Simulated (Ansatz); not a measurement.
## BaLa2S4 (I-42d):H_i (bond centre, by S), thermodynamic levels from a 56-atom cell

Charge states of H_i (bond centre, by S) in BaLa2S4 (I-42d), set against the band edges. Model: a cell of 56 host atoms with 1 H put in.

Program: Ansatz 0.2.0. Level of theory: place-levels on PBEsol runs: charge-transition levels and formation energies with image-charge correction and potential alignment at the atomic sites. Results are calculated unless marked as measured.

### Step 1. The structure

The cell holds 57 atoms: 8 Ba, 16 La, 32 S and 1 H. Its edges and angles: a = 12.447 Å, b = 12.447 Å, c = 12.477 Å, α = 59.9°, β = 59.9°, γ = 60.2°. It derives from BaLa2S4 (space group I-42d). Nearest the centre at fractional (0.426, 0.534, 0.367): H57 at 0.00 Å, S38 at 1.37 Å, La18 at 1.52 Å, S51 at 2.86 Å, S25 at 3.14 Å, La14 at 3.25 Å, Ba1 at 3.29 Å, S35 at 3.29 Å.

The host's dielectric constants go in as inputs: (7.76, 7.76, 7.54) for the electrons alone, (20.97, 20.97, 18.13) with the ions, from a response run on this crystal (DFPT, PBEsol) at that run's own cell.

The cell's shortest repeat is 12.4 Å.

### Step 2. What was run first

Levels follow from differences of total energies between charge states, each relaxed by itself.

Each atom starts 0.05 Å or so off its site in a random direction. Forces are taken at one point at (¼, ¼, ¼). The cell holds 1 electron more than the neutral one, with a uniform background that keeps it neutral on the whole.

The sampling was tested on the host first: at the k-points planned (1x1x1 shifted 0.25 0.25 0.25) its energy lies 0.005 eV an atom from the dense-mesh value, under the bound of 0.02 eV set for this test; that bounds the host's error, not the defect's.

One state's input; the others differ in charge, spin, start and seed, and in occupations where the table says so.

File qm1.relax/input.yaml:

```yaml
crystal:
  lattice:
    - [0.0, 8.82241619, 8.7801378]
    - [8.82241619, 0.0, 8.7801378]
    - [8.82241619, 8.82241619, 0.0]
  atoms:
    - { symbol: Ba, position: [0.125, 0.625, 0.375] }
    - { symbol: Ba, position: [0.375, 0.875, 0.625] }
[... 1 atom line left out ...]
    - { symbol: Ba, position: [0.875, 0.375, 0.125] }
[... 1 atom line left out ...]
    - { symbol: Ba, position: [0.25, 0.25, 0.75] }
    - { symbol: Ba, position: [0.5, 0.5, 0.0] }
[... 2 atom lines left out ...]
    - { symbol: La, position: [0.37368137, 0.25131863, 0.37631863] }
[... 3 atom lines left out ...]
    - { symbol: La, position: [0.24868137, 0.62631863, 0.62368137] }
[... 3 atom lines left out ...]
    - { symbol: La, position: [0.50131863, 0.62368137, 0.24868137] }
[... 4 atom lines left out ...]
    - { symbol: La, position: [0.62631863, 0.24868137, 0.50131863] }
[... 1 atom line left out ...]
    - { symbol: S, position: [0.23611748, 0.82415068, 0.34321553] }
[... 4 atom lines left out ...]
    - { symbol: S, position: [0.32415068, 0.73611748, 0.09651631] }
[... 4 atom lines left out ...]
    - { symbol: S, position: [0.71821553, 0.47151631, 0.36111748] }
[... 2 atom lines left out ...]
    - { symbol: S, position: [0.36111748, 0.44915068, 0.47151631] }
[... 3 atom lines left out ...]
    - { symbol: S, position: [0.44915068, 0.36111748, 0.71821553] }
    - { symbol: S, position: [0.69915068, 0.61111748, 0.96821553] }
[... 1 atom line left out ...]
    - { symbol: S, position: [0.09321553, 0.34651631, 0.57415068] }
[... 1 atom line left out ...]
    - { symbol: S, position: [0.59321553, 0.84651631, 0.07415068] }
[... 3 atom lines left out ...]
    - { symbol: S, position: [0.59651631, 0.34321553, 0.23611748] }
[... 1 atom line left out ...]
    - { symbol: S, position: [0.22151631, 0.46821553, 0.19915068] }
    - { symbol: S, position: [0.47151631, 0.71821553, 0.44915068] }
[... 2 atom lines left out ...]
    - { symbol: H, position: [0.425826, 0.533739, 0.367045] }
  host:
    repeats: [1, 1, 1]
    atoms:
      - { symbol: Ba, position: [0.125, 0.625, 0.375] }
      - { symbol: Ba, position: [0.375, 0.875, 0.625] }
      # ... 54 more atoms of the perfect host
total_charge: -1
basis:
  ecutwfc: 420
  xc_grid: 2
hamiltonian:
  xc: pbesol
kpoints:
  mp_grid: { grid: [1, 1, 1], shift: [0.25, 0.25, 0.25] }
scf:
  occupations: { method: fixed }
  max_iter: 60
output:
  forces: true
  charged_corrections:
    epsilon: [7.76, 7.76, 7.54]
    static_epsilon: [20.97, 20.97, 18.13]
    defect_position: [0.425826, 0.533739, 0.367045]
relax:
  f_tol: 0.02
  max_steps: 80
  random_displacement: { amplitude: 0.05, seed: 4171 }
checkpoint:
  write: "../qm1.relax.run"
  compress: false
  write_wavefunctions: true
  write_every: 100000
```

Command:

```console
> ansatz run input.yaml --threads 4 --pin off --max-ram 7536MiB --backend cpu --events-out ev --progress --plain --runs-dir out
```

The relaxed structure is kept and the sampling changed to a 2×2×2 shifted mesh.

The run of this state that the levels use, under PBEsol:

File qm1.point/input.yaml:

```yaml
crystal:
  checkpoint: "../qm1.relax.run"
  host: checkpoint
total_charge: -1
basis:
  ecutwfc: 420
  xc_grid: 2
hamiltonian:
  xc: pbesol
kpoints:
  mp_grid: { grid: [2, 2, 2], shift: [0.5, 0.5, 0.5] }
scf:
  occupations: { method: fermi_dirac, width: 0.01 }
  max_iter: 60
output:
  forces: true
  eigenvalues: true
  charged_corrections:
    epsilon: [7.76, 7.76, 7.54]
    static_epsilon: [20.97, 20.97, 18.13]
    defect_position: [0.425826, 0.533739, 0.367045]
  eigenstates: { localisation: true }
  populations: true
  band_densities: [{ bands: [v1, v1] }, { bands: [c1, c1] }]
  write_density: true
  write_potential: true
  volumetric_format: npy
checkpoint:
  read: "../qm1.relax.run"
  write: "../qm1.point.run"
  compress: false
  write_wavefunctions: false
  write_every: 100000
```

Relaxations under PBEsol at one point at (¼, ¼, ¼); times on 4 threads of Arm Neoverse V1, shared host:

```
charge  moment (μB)  occupations    outcome  steps  largest displacement against the far atoms (Å)     time
    −1            0        fixed  converged     17                                            2.09  5.4 min
     0            1        fixed  converged     13                                            1.42  9.3 min
    +1            0        fixed  converged     23                                            2.40  6.6 min
```

Single points under PBEsol at a 2×2×2 shifted mesh; times on 4 threads of Arm Neoverse V1, shared host:

```
charge  moment (μB)  occupations    outcome     time
    −1            0  fermi-dirac  converged    3 min
     0            1  fermi-dirac  converged  6.1 min
    +1            0  fermi-dirac  converged    3 min
```

Distances (Å) from H57 to the nearest atoms after relaxation with PBEsol:

```
charge  moment (μB)       1.       2.       3.       4.       5.       6.
    −1            0  La 2.43  La 2.45   S 2.60   S 2.60  Ba 2.61  Ba 2.62
     0            1   S 1.60  La 2.51   S 2.55  Ba 2.58  La 2.63   S 3.19
    +1            0   S 1.60   S 1.60  La 2.67  La 2.68  Ba 2.81   S 3.69
```

### Step 3. Placing the levels, PBEsol

A charged cell interacts with its images and the background, and its potential has another zero than the host's. place-levels removes the first by a point-charge model, screened by the static dielectric constant since the ions have relaxed around the charge, and the second by comparing potentials at atoms far from the defect.

The host is a run of the defect-free crystal in the same cutoffs, grids and k-points, so that basis and sampling errors cancel in part in the differences. Its band edges come from a run of the primitive cell that searches the zone for them. Chemical potentials are energies per atom of H (H2 molecule), run with the same functional and cutoff.

File levels.point.yaml:

```yaml
host:
  run: host.point.run
  levels_from: { run: edges.point.run }
states: [qm1.point.run, q0_M1.point.run, qp1.point.run]
geometry_from:
  qm1.point.run: qm1.relax.run
  q0_M1.point.run: q0_M1.relax.run
  qp1.point.run: qp1.relax.run
  host.point.run: host.relax.run
chemical_potentials:
  H:
    energy: -15.609288
    dataset: "<sha256 of the dataset>"
epsilon: [7.76, 7.76, 7.54]
static_epsilon: [20.97, 20.97, 18.13]
vertical:
  - { from: qm1.point.run, to: qm1.point_neutral.run }
  - { from: qp1.point.run, to: qp1.point_neutral.run }
```

Command:

```console
> ansatz place-levels levels.point.yaml -- --threads 4 --pin off --max-ram 7536MiB
```

Numbers of over 12 decimals in the logs are rounded to 6 here.

What it wrote:

```text
[... repeated set-up lines and file paths are left out, and long positions are rounded to six places ...]
(+1/0) 1.906 eV above the valence edge, 0.019 eV under the conduction edge; not on the lower envelope
(0/-1) 0.734 eV above the valence edge, 1.191 eV under the conduction edge; not on the lower envelope
(+1/-1) 1.320 eV above the valence edge, 0.605 eV under the conduction edge: charges between them are lowest nowhere
formation energy of charge +1: -0.306 eV with the Fermi level at the valence edge
formation energy of charge 0: +1.601 eV with the Fermi level at the valence edge
formation energy of charge -1: +2.334 eV with the Fermi level at the valence edge
vertical -1 to 0: no energy, since no alignment is typed
  the change from vertical[0].from (qm1.point.run) to vertical[0].to (qm1.point_neutral.run): by its spins about the atoms it stands at 0.376 0.461 0.252, with an rms radius of about 3.4 Å (2.0 2.0 2.0 Å across the planes of the cell's vectors); [...]
vertical +1 to 0: no energy, since no alignment is typed
  the change from vertical[1].from (qp1.point.run) to vertical[1].to (qp1.point_neutral.run): by its potential at epsilon [7.76, 7.76, 7.54] it stands at 0.440 0.423 0.383, with an rms radius of about 6.7 Å (3.6 3.8 4.2 Å across the planes of the cell's [...]
  edges by pbesol of host.levels_from (edges.point.run), its mesh sampled to repeats of 38.14 Å (the valence edge +0.079 eV and the conduction edge -0.143 eV from those of the host's own run), gap 1.925 eV; the host is sampled to repeats of 24.89 Å
  the defect's cells are sampled to repeats of 24.89 Å, like sampling
  charge +1: -173947.5584 eV with its correction of +0.101 eV, at epsilon [20.97, 20.97, 18.13], aligned at sites: +0.0075 eV, mean over 17 atomic sites at or beyond 6.22 Å from the defect at [0.4258, 0.5337, 0.3670], with +0.000000 for the charge's moments [...]
  charge 0: +0.000 eV for its dipole among its images, +0.000 omitted
  charge -1: -173926.9818 eV with its correction of +0.050 eV, at epsilon [20.97, 20.97, 18.13], aligned at sites: +0.0439 eV, mean over 17 atomic sites at or beyond 6.22 Å from the defect at [0.4258, 0.5337, 0.3670], with +0.000000 for the charge's moments [...]
  of states[2] (qp1.point.run): it parts from the run at its places by a charge that spreads by about 4.2 Å along one vector (1.8 Å or more is wide), by its potential at epsilon [7.76, 7.76, 7.54], taken for that of held ions (one typed too small widens it), [...]
  of states[0] (qm1.point.run): it parts from the run at its places by a charge that spreads by about 2 Å along one vector (1.8 Å or more is wide), by the spins about the atoms, where the cell does not tell a trapped carrier from a band state. [...]
  of vertical[0].from (qm1.point.run): its displacements don't fall off away from the defect: farther atoms stand 0.029 Å off the host's places. [...]
  of vertical[0].to (qm1.point_neutral.run): its displacements don't fall off away from the defect: farther atoms stand 0.029 Å off the host's places. [...]
  of vertical[1].from (qp1.point.run): its displacements don't fall off away from the defect: farther atoms stand 0.025 Å off the host's places. [...]
  vertical[1].to (qp1.point_neutral.run): levels filled in part (TS 0.006 eV): its energy is of no whole electron's
  of vertical[1].to (qp1.point_neutral.run): its displacements don't fall off away from the defect: farther atoms stand 0.025 Å off the host's places. [...]
```

It took 0.37 s on 4 threads of Arm Neoverse V1, shared host.

Under PBEsol the gap is 1.92 eV, (+1/0) 1.91, (0/−1) 0.73 eV; the steps are inverted, so the lowest state changes at (+1/−1) 1.32 eV.

Levels between the charges placed, in eV above the valence top:

```
        gap (eV)  (+1/0)  (0/−1)
PBEsol      1.92    1.91    0.73
```

Corrections by state:

```
charge  moment (μB)  image terms and alignment (eV)  band filling (eV)                                  ε used  over the lowest of its charge, as the program ranks them, band filling apart (eV)
    +1          0.0                           0.101                  -  principal values (18.13, 20.97, 20.97)                                                                              0.000
     0          1.0                           0.000                  -                                       -                                                                              0.000
    −1          0.0                           0.050                  -  principal values (18.13, 20.97, 20.97)                                                                              0.000
```

The charged structures listed were also run neutral, and place-levels reads from each pair, by the potential or the spins, how wide the charge is by which they differ; that can be the carrier of either run.

```
charge  rms radius (Å)  spread where it is widest against the cell (Å)  wide from (Å)  reading
    +1             6.7                                            4.19           1.76     wide
    −1             3.4                                            1.99           1.76     wide
```

The neutral runs of these pairs need not share the spin of the lowest neutral state, and very wide values only mean spread over the cell.

From the program's caveats on the states, each cut to its opening words:

- charge +1: it parts from the run at its places by a charge that spreads by about 4.2 Å along one vector (1.8 Å or more is wide), by its potential at epsilon [7.76, 7.76, [...]
- charge +1: its displacements don't fall off away from the defect: farther atoms stand 0.025 Å off the host's places
- charge −1: it parts from the run at its places by a charge that spreads by about 2 Å along one vector (1.8 Å or more is wide), by the spins about the atoms, where the [...]
- charge −1: its displacements don't fall off away from the defect: farther atoms stand 0.029 Å off the host's places

Chemical potentials of the elements' reference phases, run alike. Formation energies (elemental references), with the Fermi level at the valence top and at the conduction bottom (gap 1.92 eV):

```
charge  at valence top (eV)  at conduction bottom (eV)  correction included (eV)
    +1                -0.31                       1.62                      0.10
     0                 1.60                       1.60                      0.00
    −1                 2.33                       0.41                      0.05
```

| Fermi level (eV) | lowest formation energy (eV) |
| --- | --- |
| 0.00 | -0.31 |
| 0.17 | -0.13 |
| 0.35 | 0.04 |
| 0.52 | 0.22 |
| 0.70 | 0.39 |
| 0.87 | 0.57 |
| 1.05 | 0.74 |
| 1.23 | 0.92 |
| 1.40 | 0.93 |
| 1.58 | 0.76 |
| 1.75 | 0.58 |
| 1.92 | 0.41 |

### Step 4. The same at the relaxations' own k-points

The relaxations' own energies give the levels at their sampling, for comparison.

File levels.relax_mesh.yaml:

```yaml
host:
  run: host.relax.run
  levels_from: { run: edges.relax.run }
states: [qm1.relax.run, q0_M1.relax.run, qp1.relax.run]
chemical_potentials:
  H:
    energy: -15.609288
    dataset: "<sha256 of the dataset>"
```

Command:

```console
> ansatz place-levels levels.relax_mesh.yaml -- --threads 4 --pin off --max-ram 7536MiB
```

What it wrote:

```text
[...]
formation energy of charge +1: -0.311 eV with the Fermi level at the valence edge
formation energy of charge 0: +1.565 eV with the Fermi level at the valence edge
formation energy of charge -1: +2.313 eV with the Fermi level at the valence edge
  edges by pbesol of host.levels_from (edges.relax.run), its mesh sampled to repeats of 38.14 Å (the valence edge +0.076 eV and the conduction edge -0.143 eV from those of the host's own run), gap 1.925 eV; the host is sampled to repeats of 12.45 Å
[... the lines on each state left out ...]
```

Wall time 0.14 s (4 threads).

Levels between neighbouring charges, in eV above the valence top:

```
                        gap (eV)  (+1/0)  (0/−1)
one point at (¼, ¼, ¼)      1.92    1.88    0.75
  a 2×2×2 shifted mesh      1.92    1.91    0.73
```

Going from one point at (¼, ¼, ¼) to a 2×2×2 shifted mesh moves the levels that carry no band-filling term by up to 0.03 eV and formation energies against the elements by up to 0.04 eV.

### Step 5. place-levels, r2SCAN

r2SCAN on the same structure is run to see how far the result rests on the functional, though not on the errors that semilocal functionals share; the sampling changes too, to one point at (¼, ¼, ¼), so differences hold both changes.

File qm1.r2scan/input.yaml:

```yaml
crystal:
  checkpoint: "../qm1.relax.run"
  host: checkpoint
total_charge: -1
basis:
  ecutwfc: 500
  xc_grid: 2
hamiltonian:
  xc: r2scan
kpoints:
  mp_grid: { grid: [1, 1, 1], shift: [0.25, 0.25, 0.25] }
scf:
  occupations: { method: fermi_dirac, width: 0.01 }
  max_iter: 60
output:
  forces: true
  eigenvalues: true
  charged_corrections:
    epsilon: [7.76, 7.76, 7.54]
    static_epsilon: [20.97, 20.97, 18.13]
    defect_position: [0.425826, 0.533739, 0.367045]
checkpoint:
  write: "../qm1.r2scan.run"
  compress: false
  write_wavefunctions: false
  write_every: 100000
```

The job ended after 64 s (4 threads; peak memory 3.4 GiB; 4.1 min of CPU time).

File levels.r2scan.yaml:

```yaml
host:
  run: host.r2scan.run
  levels_from: { run: edges.r2scan.run }
states: [qm1.r2scan.run, q0_M1.r2scan.run, qp1.r2scan.run]
geometry_from:
  qm1.r2scan.run: qm1.relax.run
  q0_M1.r2scan.run: q0_M1.relax.run
  qp1.r2scan.run: qp1.relax.run
  host.r2scan.run: host.relax.run
chemical_potentials:
  H:
    energy: -15.945667
    dataset: "<sha256 of the dataset>"
```

Command:

```console
> ansatz place-levels levels.r2scan.yaml -- --threads 4 --pin off --max-ram 7536MiB
```

What it wrote:

```text
[...]
formation energy of charge +1: -0.208 eV with the Fermi level at the valence edge
formation energy of charge 0: +1.947 eV with the Fermi level at the valence edge
formation energy of charge -1: +2.798 eV with the Fermi level at the valence edge
  edges by r2scan of host.levels_from (edges.r2scan.run), its mesh sampled to repeats of 38.14 Å (the valence edge +0.076 eV and the conduction edge -0.138 eV from those of the host's own run), gap 2.395 eV; the host is sampled to repeats of 12.45 Å
[... the lines on each state left out ...]
```

It took 0.22 s on 4 threads.

Under r2SCAN the gap is 2.40 eV, (+1/0) 2.15, (0/−1) 0.85 eV; the steps are inverted, so the lowest state changes at (+1/−1) 1.50 eV.

### Step 6. Side by side

Levels between neighbouring charges, in eV above each run's own valence top:

```
                                        gap (eV)  (+1/0)  (0/−1)  CPU time a state at this stage (restarts are quicker than cold starts)
            PBEsol, 2×2×2 shifted mesh      1.92    1.91    0.73                                                                  16 min
r2SCAN on PBEsol structures, (¼, ¼, ¼)      2.40    2.15    0.85                                                                 7.5 min
```

### Step 7. Outcome

- gap of the host: 1.92 eV (PBEsol)
- level (plus 1/0): 1.91 eV above the valence top, not a change between lowest states
- level (0/minus 1): 0.73 eV above the valence top, not a change between lowest states
- level (plus 1/minus 1): 1.32 eV above the valence top
- lowest of the charges placed, just above the valence top (0.02 eV): +1
- lowest of the charges placed, just below the conduction bottom (0.02 eV): −1
- lowest formation energy at mid-gap of the charges run, elemental references: 0.66 eV

**Reading.** Of the charges placed (−1, 0 and +1), the lowest changes at 1.32 eV (+1/−1) above the valence top, in a gap of 1.92 eV. (+1/−1) passes over charge 0, which lies 0.59 eV above the two there; a lower structure or spin state of it, if missed, would change that. Charges above +1 and below −1 were not placed, so these runs say nothing of levels that involve them. States placed: +1 at 0 μB; 0 at 1 μB; −1 at 0 μB. Other spin states or structures, where not listed, weren't placed. At charge −1, 0 and +1 the atom put in ends up to 2.4 Å from its starting place, so the name tells the start alone and the levels can join different sites. H is taken at its element; compounds, which aren't counted here, bound the chemical potentials and would shift these formation energies. Going from one point at (¼, ¼, ¼) to a 2×2×2 shifted mesh moves the levels that carry no band-filling term by up to 0.03 eV and formation energies against the elements by up to 0.04 eV. Limits: PBEsol makes the gap too small and tends to spread out bound carriers; spin–orbit coupling, which can matter with heavy atoms, is left out.

[Logs are printed without paths, hosts, clocks, repeated set-up lines and the standing remarks that a program may print on its own settings, such as how far it seeks lower states.]

[Hosts, paths, dates, database ids (printed as entryN), source tags and the programs' standing remarks are cut or masked in the printed files.]

[Where a table of states has a column of steps, it counts the stored structures, which are thinned; the runs took as many ionic steps or more.]

[A defect's name tells the site on which it was built; relaxed atoms can leave that site.]

[For some hosts the program warned that the k-mesh of the response run may be too coarse for force constants and the static dielectric constant; such warnings are not shown here.]
